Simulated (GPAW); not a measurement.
# zinc-blende (GaAs)₁₋ₓ(AlAs)ₓ at x = 0.875: the As K absorption edge, part 2 of 2

What does the As K edge look like in zinc-blende (GaAs)₁₋ₓ(AlAs)ₓ at x = 0.875?

GPAW 26.7.0; X-ray absorption from dipole matrix elements to empty bands, plane-wave PAW LDA.

So far. Step 3 (Ground state of the crystal): The mesh shows a gap of 1.15 eV. The excited electron is kept all the same, so that all members of the series, with or without a gap, are treated alike.

**5. Spectrum with XCH, As atom 2**

The holes are 8.0 Å apart. In GPAW the data set carries the hole's charge, so charge=0 means a charged cell and charge=-1 a neutral one. The excited electron is kept in the cell, where it fills the lowest empty states and screens the hole. After the field has converged, empty bands are computed with the density fixed and the dipole matrix elements are summed.

The absorber has 4 Al at 2.45 Å (tetrahedral).

xas.py reads:

```python
import numpy as np
from ase import Atoms
from ase.parallel import parprint, paropen
from gpaw import GPAW, PW, FermiDirac, Mixer, MixerDif, setup_paths
from gpaw.test import gen
setup_paths.insert(0, '.')
gen('As', name='fch1s', xcname='LDA', corehole=(1, 0, 1), write_xml=True)
from gpaw.mpi import world
world.barrier()

atoms = Atoms('AlAsAlAsAlAsAlAsAlAsAlAsAlAsGaAs',
    cell=[[0, 5.66, 5.66],
     [5.66, 0, 5.66],
     [5.66, 5.66, 0]],
    scaled_positions=[[0.9992163, 0.9995524, 0.0005914],
     [0.1265547, 0.1243378, 0.1234389],
     [0.0022467, 0.9998459, 0.4981649],
     [0.1240386, 0.1252881, 0.6255947],
     [0.0004718, 0.4993323, 0.0009013],
     [0.1265072, 0.6245021, 0.1241984],
     [0.9983816, 0.5006815, 0.4989307],
     [0.1225653, 0.624754, 0.6255097],
     [0.5013731, 0.9994027, 0.0007907],
     [0.624412, 0.1251876, 0.1264382],
     [0.4986937, 0.0009779, 0.501624],
     [0.6270154, 0.1232608, 0.6256612],
     [0.5013868, 0.499784, 0.9980297],
     [0.625659, 0.6243678, 0.1245307],
     [0.4981229, 0.4988153, 0.499957],
     [0.6235774, 0.6261044, 0.6236443]],
    pbc=True)
atoms.calc = calc = GPAW(legacy_gpaw=True, mode=PW(400, force_complex_dtype=True), xc='LDA', setups={1: 'fch1s'},
    kpts={'size': (3, 3, 3), 'gamma': True}, occupations=FermiDirac(0.04),
    charge=-1, mixer=Mixer(0.1, 5, 50), maxiter=150,
    convergence={'density': 0.0001, 'eigenstates': 1e-6}, txt='scf.txt')
energy = atoms.get_potential_energy() + calc.get_reference_energy()
ef = calc.get_fermi_level()
out = dict(energy=energy, fermi=ef, forces=atoms.get_forces().tolist())
parprint(f'all-electron energy {energy:.4f} eV, Fermi level {ef:.4f} eV')
ev = np.array([[calc.get_eigenvalues(k, s) for k in range(len(calc.get_ibz_k_points()))] for s in range(calc.get_number_of_spins())])
out['homo'], out['lumo'], out['counts'] = ev[ev < ef].max(), ev[ev > ef].min(), sorted(set((ev < ef).sum((0, 2)).tolist()))
out['filled'] = (ev[:, 0] < ef).sum(1).tolist()

from ase.units import Ha
from gpaw.xas import dipole_matrix_elements
nb = int(calc.get_number_of_electrons() / 2) + 185
top, nb = nb, nb + 8 + nb // 12
nscf = calc.fixed_density(kpts={'size': (4, 4, 4), 'gamma': True}, nbands=nb,
    convergence={'bands': top, 'eigenstates': 5e-3}, maxiter=60, txt='nscf.txt')
cell = atoms.cell.array
ops = [cell.T @ U.T @ np.linalg.inv(cell.T) for U in nscf.wfs.kd.symmetry.op_scc]
filled = [32]  # bands filled in the ground state, by spin
E = np.arange(-6, 30, 0.1)
fwhm = np.interp(E, [4, 25], [2.14, 3.5])
Y, X, zero, highest = 0, 0, 1e9, 1e9
for spin in range(nscf.get_number_of_spins()):
    wfs = nscf.wfs
    mine = wfs.bd.get_slice()  # this rank's bands
    A = dipole_matrix_elements(wfs.setups[1])
    eps = np.zeros((wfs.kd.nibzkpts, nb))
    d = np.zeros((3, A.shape[1], wfs.kd.nibzkpts, nb), complex)
    for kpt in wfs.kpt_u:
        if kpt.s == spin and 1 in kpt.P_ani:
            eps[kpt.k, mine] = kpt.eps_n * Ha
            d[:, :, kpt.k, mine] = (kpt.weight * wfs.nspins / 2) ** 0.5 * np.inner(A, kpt.P_ani[1])
    world.sum(eps)
    world.sum(d)
    T = np.einsum('amkn,bmkn->abkn', d, d.conj()).real
    T = sum(np.einsum('ai,ijkn,bj->abkn', R, T, R) for R in ops) / len(ops)
    empty = np.ones_like(eps, bool) & (np.arange(nb) >= filled[spin])
    zero, highest = min(zero, eps[empty].min()), min(highest, eps[:, top - 1].min())
    lines = [(eps, T, empty)] if spin == 0 else lines + [(eps, T, empty)]
for eps, T, empty in lines:
    f = np.einsum('aakn->akn', T).reshape(3, -1)
    x = eps.ravel() - zero
    w = np.interp(x, E, fwhm) / 2.35482
    g = np.exp(-0.5 * ((E[:, None] - x) / w) ** 2) / (w * (2 * np.pi) ** 0.5)
    Y = Y + (f * empty.ravel()) @ g.T
    X = X + (f * ~empty.ravel()) @ g.T
out.update(E=E.round(2).tolist(), xas=Y.tolist(), xes=X.tolist(), zero=zero, valid=highest - zero, nk=len(eps), nb=nb)
for i in range(0, len(E), 10):
    parprint(f'{E[i]:7.2f}', *(f'{v:10.3e}' for v in Y[:, i]))
import json
with paropen('out.json', 'w') as f:
    json.dump(out, f)
```

Launch:

```console
$ OMP_NUM_THREADS=1 mpirun -n 4 gpaw python xas.py
```

Numbers of over 12 decimals in the logs are rounded to 6 here.

Log:

```text
Input parameters:
  charge: -1
  convergence: {density: 0.0001,
                eigenstates: 1e-06}
  kpts: {gamma: True,
         size: (3, 3, 3)}
  maxiter: 150
  mixer: {backend: pulay,
          beta: 0.1,
          method: separate,
          nmaxold: 5,
          weight: 50}
  mode: {ecut: 400.0,
         force_complex_dtype: True,
         name: pw}
  occupations: {fixmagmom: False,
                name: fermi-dirac,
                width: 0.04}
  setups: {1: fch1s}

Initialize ...

[... PAW data sets ...]

Reference energy: -578326.041112  # eV

Spin-paired calculation

[... convergence settings ...]
Symmetries present (total): 1
  [... symmetry matrices ...]

27 k-points: 3 x 3 x 3 Monkhorst-Pack grid
14 k-points in the irreducible part of the Brillouin zone
       k-points in crystal coordinates                weights
   0:     0.00000000    0.00000000    0.00000000          1/27
   1:     0.00000000    0.00000000    0.33333333          2/27
   2:     0.00000000    0.33333333   -0.33333333          2/27
   3:     0.00000000    0.33333333    0.00000000          2/27
   4:     0.00000000    0.33333333    0.33333333          2/27
   5:     0.33333333   -0.33333333   -0.33333333          2/27
   6:     0.33333333   -0.33333333    0.00000000          2/27
   7:     0.33333333   -0.33333333    0.33333333          2/27
   8:     0.33333333    0.00000000   -0.33333333          2/27
   9:     0.33333333    0.00000000    0.00000000          2/27
          ...
  13:     0.33333333    0.33333333    0.33333333          2/27

Wave functions: Plane wave expansion
  Cutoff energy: 400.000 eV
  Number of coefficients (min, max): 6573, 6615
  Pulay-stress correction: 0.000000 eV/Ang^3 (de/decut=0.000000)
  Using FFTW library
  Wavefunction extrapolation:
    Improved wavefunction reuse through dual PAW basis

Occupation numbers: Fermi-Dirac:
  width: 0.0400  # eV

Eigensolver
   Davidson(niter=2)

Densities:
  Coarse grid: 40*40*40 grid
  Fine grid: 80*80*80 grid
  Total Charge: 0.000000

Density mixing:
  Method: separate
  Backend: pulay
  Linear mixing parameter: 0.1
  old densities: 5
  Width of damping distribution: 1.1
  Damping of long wavelength oscillations: 50

[... Hamiltonian set-up ...]
Number of atoms: 16
Number of atomic orbitals: 64
Number of bands in calculation: 43
Number of valence electrons: 65
Bands to converge: occupied

... initialized

Initializing position-dependent things.

Density initialized from atomic densities
Creating initial wave functions:
  43 bands from LCAO basis set

                     Al
                       Al

                          As
                   Al         Al
                 As  Ga
                   As
                          Al
          As            As
              Al
               As

                 As
        As Al

Atomic positions and initial magnetic moments

Positions:
   0 Al     5.660814    5.658912   11.313031    ( 0.0000,  0.0000,  0.0000)
   1 As     1.402416    1.414964    1.420052    ( 0.0000,  0.0000,  0.0000)
   2 Al     8.478741    2.832330    5.671844    ( 0.0000,  0.0000,  0.0000)
   3 As     4.249997    4.242924    1.411189    ( 0.0000,  0.0000,  0.0000)
   4 Al     2.831322    0.007772    2.828891    ( 0.0000,  0.0000,  0.0000)
   5 As     4.237645    1.418994    4.250713    ( 0.0000,  0.0000,  0.0000)
   6 Al     5.657805    8.474788    8.484697    ( 0.0000,  0.0000,  0.0000)
[...]
13 As     4.238766    4.246074    7.075152    ( 0.0000,  0.0000,  0.0000)
  14 Ga     5.653051    5.649132    5.642670    ( 0.0000,  0.0000,  0.0000)
  15 As     7.073578    7.059275    7.073199    ( 0.0000,  0.0000,  0.0000)

Unit cell:
           periodic     x           y           z      points  spacing
  1. axis:    yes    0.000000    5.660000    5.660000    40     0.1634
  2. axis:    yes    5.660000    0.000000    5.660000    40     0.1634
  3. axis:    yes    5.660000    5.660000    0.000000    40     0.1634

  Lengths:   8.004449   8.004449   8.004449
  Angles:   60.000000  60.000000  60.000000

Effective grid spacing dv^(1/3) = 0.1783

iter:   1   -95.502922
iter:   2   -94.270169   -2.00  -0.83
iter:   3   -92.543350   -1.51  -0.88
iter:   4   -92.531792   -2.44  -1.16
iter:   5   -92.403652   -2.65  -1.25
iter:   6   -92.396102   -2.89  -1.86
iter:   7   -92.374829c  -3.35  -2.04
iter:   8   -92.373817c  -4.20  -2.53
iter:   9   -92.372780c  -4.57  -2.58
iter:  10   -92.372772c  -5.93  -2.94
iter:  11   -92.372716c  -5.67  -3.01
iter:  12   -92.372753c  -6.13c -3.19
iter:  13   -92.372731c  -6.76c -3.43
iter:  14   -92.372697c  -7.06c -3.72
iter:  15   -92.372699c  -7.97c -3.81
iter:  16   -92.372694c  -7.45c -3.94
iter:  17   -92.372697c  -8.59c -4.44c

Converged after 17 iterations.

Dipole moment: (-27.331563, -27.300002, -27.247827) |e|*Ang

Energy contributions relative to reference atoms: (reference = -578326.041112)

Kinetic:       +178.216730
Potential:     -162.767670
External:        +0.000000
XC:            -107.726728
Entropy (-ST):   -0.022873
Local:           -0.083592
SIC:             +0.000000
--------------------------
Free energy:    -92.384133
Extrapolated:   -92.372697

Showing only first 2 kpts
 Kpt  Band  Eigenvalues  Occupancy
  0    30      4.10729    2.00000
  0    31      4.13357    2.00000
  0    32      5.06183    2.00000
  0    33      5.42323    1.99993

  1    30      3.87221    2.00000
  1    31      3.88443    2.00000
  1    32      5.73992    1.82767
[...]
Fermi level: 5.83438

No gap
No difference between direct/indirect transitions

Forces in eV/Ang:
  0 Al   -0.51917   -0.51222   -0.50919
  1 As    0.01559   -0.00048   -0.00411
  2 Al    0.51515    0.51001   -0.57712
  3 As    0.01205   -0.00911    0.08542
  4 Al    0.48841   -0.57440    0.51260
  5 As    0.02043    0.05385   -0.00510
  6 Al    0.04948    0.00475   -0.03596
[...]
13 As   -0.03963   -0.05330   -0.03490
 14 Ga    0.04626    0.04615    0.04318
 15 As    0.01068    0.03530    0.02414
Scalar-relativistic atomic LDA calculation for As (Arsenic, Z=33)
Core hole in 1s state (1s occupation: 1.0)
600 radial gridpoints.
|------------------------------------------------|
|------------------------------------------------|
[... the atom generator's iteration count ...]

Energy contributions:
-------------------------
Kinetic:    +1848.221203
XC:           -71.222916
Potential:  -3597.180510
-------------------------
Total:      -1820.182222

state      eigenvalue         ekin         rmax
-----------------------------------------------
1s^1.0 :  -444.459913   558.285946        0.030
2s^2.0 :   -58.180552   111.436223        0.167
2p^6.0 :   -52.176827   110.075392        0.132
3s^2.0 :    -8.028461    26.279806        0.509
3p^6.0 :    -5.986494    24.168502        0.501
3d^10.0:    -2.371475    19.328099        0.450
4s^2.0 :    -0.979366     3.858684        1.503
4p^3.0 :    -0.574271     2.680492        1.743
-----------------------------------------------
(units: Bohr and Hartree)

Generating PAW setup
Kinetic energy of the core from tauc = 1852.031774
Cutoffs:
rc(s)=2.000
rc(p)=2.000
rc(d)=2.000
rc(vbar)=1.800
rc(comp)=2.000
rc(nct)=2.000

Kinetic energy of the core states: 1832.462358
Charge: 1.0
Core electrons: 27.0
Valence electrons: 5.0
Pseudo-core charge: 0.757500
Shape function alpha=2.500
Pseudo-electron charge 6.380557
state    eigenvalue         norm
--------------------------------
4s(2) :    -0.979366     1.263349
*s    :     0.020634
4p(3) :    -0.574271     1.032119
*p    :     0.425729
*d    :     0.000000
--------------------------------

Diagonalizing with gridspacing h=0.050

state   all-electron     PAW
-------------------------------
4s:      -0.979366    -0.979786
4p:      -0.574271    -0.574667
*d:                   -0.129500
*f:                   -0.019130
-------------------------------
all-electron energy -578418.4138 eV, Fermi level 5.8344 eV
[...]
27.00  1.024e-07  1.022e-07  1.023e-07
  28.00  8.017e-08  8.000e-08  8.009e-08
  29.00  6.505e-08  6.497e-08  6.499e-08
```

The job ended after 2.1 min (4 MPI ranks of AMD EPYC 9R45, shared host; peak memory 0.72 GiB).

The As K spectrum, As atom 2, excited-electron core hole (neutral cell) (energy from the bottom of the conduction band, which holds the excited electron; intensity scaled to a mean of 1 over the first 20 eV):

```csv
E (eV),intensity
-2.0,0.00
-1.4,0.01
-0.8,0.04
-0.2,0.13
0.4,0.33
1.0,0.61
1.6,0.86
2.2,1.01
2.8,1.13
3.4,1.28
4.0,1.38
4.6,1.35
5.2,1.32
5.8,1.36
6.4,1.41
7.0,1.35
7.6,1.23
8.2,1.13
8.8,1.04
9.4,0.93
10.0,0.84
10.6,0.80
11.2,0.83
11.8,0.90
12.4,0.97
13.0,1.00
13.6,0.96
14.2,0.88
14.8,0.83
15.4,0.83
16.0,0.88
16.6,0.94
17.2,0.96
17.8,0.95
18.4,0.92
19.0,0.90
19.6,0.91
20.2,0.93
20.8,0.92
21.4,0.89
22.0,0.85
22.6,0.83
23.2,0.86
23.8,0.93
24.4,1.01
25.0,1.07
25.6,1.08
26.2,1.02
26.8,0.92
27.4,0.80
```

Main maxima below 26 eV (height): 4.2 eV (1.38), 6.4 eV (1.41), 13.0 eV (1.00), 17.2 eV (0.96), 20.4 eV (0.93) and 25.4 eV (1.08). A K edge sees empty p states on the absorber.

The energy difference (zero at 11881 eV) isn't read as a photon energy: for so heavy an absorber the terms left out (the hole's spin, the functional's error) amount to tens of eV or more.

**6. Cell without a hole, the energy reference**

The absorbing element, whose data set is made anew, changes for the next run, so it gets a reference energy of its own.

scf.py reads:

```python
import numpy as np
from ase import Atoms
from ase.parallel import parprint, paropen
from gpaw import GPAW, PW, FermiDirac, Mixer, MixerDif, setup_paths
from gpaw.test import gen
setup_paths.insert(0, '.')
gen('Ga', name='nch1s', xcname='LDA', corehole=(1, 0, 0), write_xml=True)
from gpaw.mpi import world
world.barrier()

atoms = Atoms('AlAsAlAsAlAsAlAsAlAsAlAsAlAsGaAs',
    cell=[[0, 5.66, 5.66],
     [5.66, 0, 5.66],
     [5.66, 5.66, 0]],
    scaled_positions=[[0.9992163, 0.9995524, 0.0005914],
     [0.1265547, 0.1243378, 0.1234389],
     [0.0022467, 0.9998459, 0.4981649],
     [0.1240386, 0.1252881, 0.6255947],
     [0.0004718, 0.4993323, 0.0009013],
     [0.1265072, 0.6245021, 0.1241984],
     [0.9983816, 0.5006815, 0.4989307],
     [0.1225653, 0.624754, 0.6255097],
     [0.5013731, 0.9994027, 0.0007907],
     [0.624412, 0.1251876, 0.1264382],
     [0.4986937, 0.0009779, 0.501624],
     [0.6270154, 0.1232608, 0.6256612],
     [0.5013868, 0.499784, 0.9980297],
     [0.625659, 0.6243678, 0.1245307],
     [0.4981229, 0.4988153, 0.499957],
     [0.6235774, 0.6261044, 0.6236443]],
    pbc=True)
atoms.calc = calc = GPAW(legacy_gpaw=True, mode=PW(400, force_complex_dtype=True), xc='LDA', setups={14: 'nch1s'},
    kpts={'size': (3, 3, 3), 'gamma': True}, occupations=FermiDirac(0.02),
    charge=0, mixer=Mixer(0.1, 5, 50), maxiter=150,
    convergence={'density': 0.0001, 'eigenstates': 1e-6}, txt='scf.txt')
energy = atoms.get_potential_energy() + calc.get_reference_energy()
ef = calc.get_fermi_level()
out = dict(energy=energy, fermi=ef, forces=atoms.get_forces().tolist())
parprint(f'all-electron energy {energy:.4f} eV, Fermi level {ef:.4f} eV')
ev = np.array([[calc.get_eigenvalues(k, s) for k in range(len(calc.get_ibz_k_points()))] for s in range(calc.get_number_of_spins())])
out['homo'], out['lumo'], out['counts'] = ev[ev < ef].max(), ev[ev > ef].min(), sorted(set((ev < ef).sum((0, 2)).tolist()))
out['filled'] = (ev[:, 0] < ef).sum(1).tolist()
import json
with paropen('out.json', 'w') as f:
    json.dump(out, f)
```

Launch:

```console
$ OMP_NUM_THREADS=1 mpirun -n 4 gpaw python scf.py
```

Log:

```text
Input parameters:
  convergence: {density: 0.0001,
                eigenstates: 1e-06}
  kpts: {gamma: True,
         size: (3, 3, 3)}
  maxiter: 150
  mixer: {backend: pulay,
          beta: 0.1,
          method: separate,
          nmaxold: 5,
          weight: 50}
  mode: {ecut: 400.0,
         force_complex_dtype: True,
         name: pw}
  occupations: {fixmagmom: False,
                name: fermi-dirac,
[...]
4s(2) :    -0.336865     1.140380
*s    :     0.663135
4p(1) :    -0.100461     1.012264
*p    :     0.899539
*d    :     0.000000
--------------------------------

Diagonalizing with gridspacing h=0.050

state   all-electron     PAW
-------------------------------
4s:      -0.336865    -0.337024
4p:      -0.100461    -0.100552
*d:                    0.030615
*f:                    0.065359
-------------------------------
all-electron energy -590299.2695 eV, Fermi level 4.7134 eV
[key lines of the parts left out:]
Converged after 14 iterations.
Dipole moment: (-26.265443, -26.242285, -26.195838) |e|*Ang
Free energy:    -83.001618
Fermi level: 4.71339
```

Run time: 14 s. Hardware: 4 MPI ranks; peak memory 0.32 GiB.

Reference energy: -590299.270 eV with the cores included.

**7. Spectrum with XCH, Ga atom 15**

The holes are 8.0 Å apart. The excited electron is kept in the cell, where it fills the lowest empty states and screens the hole. After the field has converged, empty bands are computed with the density fixed and the dipole matrix elements are summed.

The absorber has 4 As at 2.45 Å (tetrahedral).

xas.py: that of step 5 with these lines changed.

```diff
@@ -6,3 +6,3 @@
 setup_paths.insert(0, '.')
-gen('As', name='fch1s', xcname='LDA', corehole=(1, 0, 1), write_xml=True)
+gen('Ga', name='fch1s', xcname='LDA', corehole=(1, 0, 1), write_xml=True)
 from gpaw.mpi import world
@@ -31,3 +31,3 @@
     pbc=True)
-atoms.calc = calc = GPAW(legacy_gpaw=True, mode=PW(400, force_complex_dtype=True), xc='LDA', setups={1: 'fch1s'},
+atoms.calc = calc = GPAW(legacy_gpaw=True, mode=PW(400, force_complex_dtype=True), xc='LDA', setups={14: 'fch1s'},
     kpts={'size': (3, 3, 3), 'gamma': True}, occupations=FermiDirac(0.04),
@@ -53,3 +53,3 @@
 E = np.arange(-6, 30, 0.1)
-fwhm = np.interp(E, [4, 25], [2.14, 3.5])
+fwhm = np.interp(E, [4, 25], [1.82, 3.5])
 Y, X, zero, highest = 0, 0, 1e9, 1e9
@@ -58,3 +58,3 @@
     mine = wfs.bd.get_slice()  # this rank's bands
-    A = dipole_matrix_elements(wfs.setups[1])
+    A = dipole_matrix_elements(wfs.setups[14])
     eps = np.zeros((wfs.kd.nibzkpts, nb))
@@ -62,5 +62,5 @@
     for kpt in wfs.kpt_u:
-        if kpt.s == spin and 1 in kpt.P_ani:
+        if kpt.s == spin and 14 in kpt.P_ani:
             eps[kpt.k, mine] = kpt.eps_n * Ha
-            d[:, :, kpt.k, mine] = (kpt.weight * wfs.nspins / 2) ** 0.5 * np.inner(A, kpt.P_ani[1])
+            d[:, :, kpt.k, mine] = (kpt.weight * wfs.nspins / 2) ** 0.5 * np.inner(A, kpt.P_ani[14])
     world.sum(eps)
```

Launch:

```console
$ OMP_NUM_THREADS=1 mpirun -n 4 gpaw python xas.py
```

Log:

```text
Input parameters:
  charge: -1
  convergence: {density: 0.0001,
                eigenstates: 1e-06}
  kpts: {gamma: True,
         size: (3, 3, 3)}
  maxiter: 150
  mixer: {backend: pulay,
          beta: 0.1,
          method: separate,
          nmaxold: 5,
          weight: 50}
  mode: {ecut: 400.0,
         force_complex_dtype: True,
         name: pw}
  occupations: {fixmagmom: False,
[...]
*p    :     0.576803
*d    :     0.000000
--------------------------------

Diagonalizing with gridspacing h=0.050

state   all-electron     PAW
-------------------------------
4s:      -0.729245    -0.729478
4p:      -0.423197    -0.423398
*d:                   -0.111370
*f:                   -0.021469
-------------------------------
all-electron energy -579917.9302 eV, Fermi level 5.5678 eV
[...]
28.00  1.198e-07  1.198e-07  1.198e-07
  29.00  1.188e-07  1.188e-07  1.188e-07
[key lines of the parts left out:]
Converged after 16 iterations.
Dipole moment: (-26.392135, -26.368849, -26.321622) |e|*Ang
Free energy:    -91.230633
Fermi level: 5.56775
```

It took 2.1 min on 4 MPI ranks; peak memory 0.71 GiB.

The Ga K spectrum, Ga atom 15, excited-electron core hole (neutral cell) (energy from the bottom of the conduction band, which holds the excited electron; intensity scaled to a mean of 1 over the first 20 eV):

| E (eV) | intensity |
| --- | --- |
| -2.0 | 0.00 |
| -1.4 | 0.00 |
| -0.8 | 0.01 |
| -0.2 | 0.06 |
| 0.4 | 0.18 |
| 1.0 | 0.39 |
| 1.6 | 0.66 |
| 2.2 | 0.98 |
| 2.8 | 1.34 |
| 3.4 | 1.73 |
| 4.0 | 2.01 |
| 4.6 | 1.95 |
| 5.2 | 1.57 |
| 5.8 | 1.19 |
| 6.4 | 0.99 |
| 7.0 | 0.95 |
| 7.6 | 0.94 |
| 8.2 | 0.92 |
| 8.8 | 0.87 |
| 9.4 | 0.85 |
| 10.0 | 0.87 |
| 10.6 | 0.93 |
| 11.2 | 1.03 |
| 11.8 | 1.15 |
| 12.4 | 1.22 |
| 13.0 | 1.20 |
| 13.6 | 1.10 |
| 14.2 | 0.97 |
| 14.8 | 0.86 |
| 15.4 | 0.77 |
| 16.0 | 0.72 |
| 16.6 | 0.73 |
| 17.2 | 0.76 |
| 17.8 | 0.80 |
| 18.4 | 0.81 |
| 19.0 | 0.79 |
| 19.6 | 0.76 |
| 20.2 | 0.73 |
| 20.8 | 0.72 |
| 21.4 | 0.71 |
| 22.0 | 0.70 |
| 22.6 | 0.70 |
| 23.2 | 0.69 |
| 23.8 | 0.69 |
| 24.4 | 0.69 |
| 25.0 | 0.69 |
| 25.6 | 0.70 |
| 26.2 | 0.72 |
| 26.8 | 0.74 |
| 27.4 | 0.75 |
| 28.0 | 0.75 |

Main maxima below 27 eV (height): 4.2 eV (2.04), 12.6 eV (1.22) and 18.4 eV (0.81). 

The energy difference (zero at 10381 eV) isn't read as a photon energy: for so heavy an absorber the terms left out (the hole's spin, the functional's error) amount to tens of eV or more.

**8. Results**

```json
{"absorber and edge": "As K, atom 2 of the ground-state input (counted from 1)", "surroundings": "4 Al at 2.45 Å (tetrahedral)", "highest intensity below 24 eV": "6.4 eV above the zero, height 1.41"}
```

In words: The As K edge of atom 2, with 4 Al at 2.45 Å (tetrahedral), has its highest intensity of the first 24 eV at 6.4 eV above the zero, 1.4 times the mean level of the first 20 eV (Gaussian full width 2.14 eV up to 4 eV, rising linearly to 3.5 eV at 25 eV). The script folds with a Gaussian, whereas the core hole's own line is a Lorentzian, so the onset is too steep and the first peak too high.

[Banner, clock and machine lines of the logs are left out without a mark of their own.]

[Logs are printed without paths, hosts, clocks, repeated set-up lines and the standing remarks that a program may print on its own settings, such as how far it seeks lower states.]

[Hosts, paths, dates, database ids (printed as entryN), source tags and the programs' standing remarks are cut or masked in the printed files.]

[Lists of maxima count a maximum above −3 eV only where it reaches 4 % of the highest in the window and stands out from its surroundings by 2 % of it (1.5 % where it reaches 55 %); shoulders and weaker maxima are passed over, and of the rest the first, up to two pre-edge ones and the few strongest are named.]
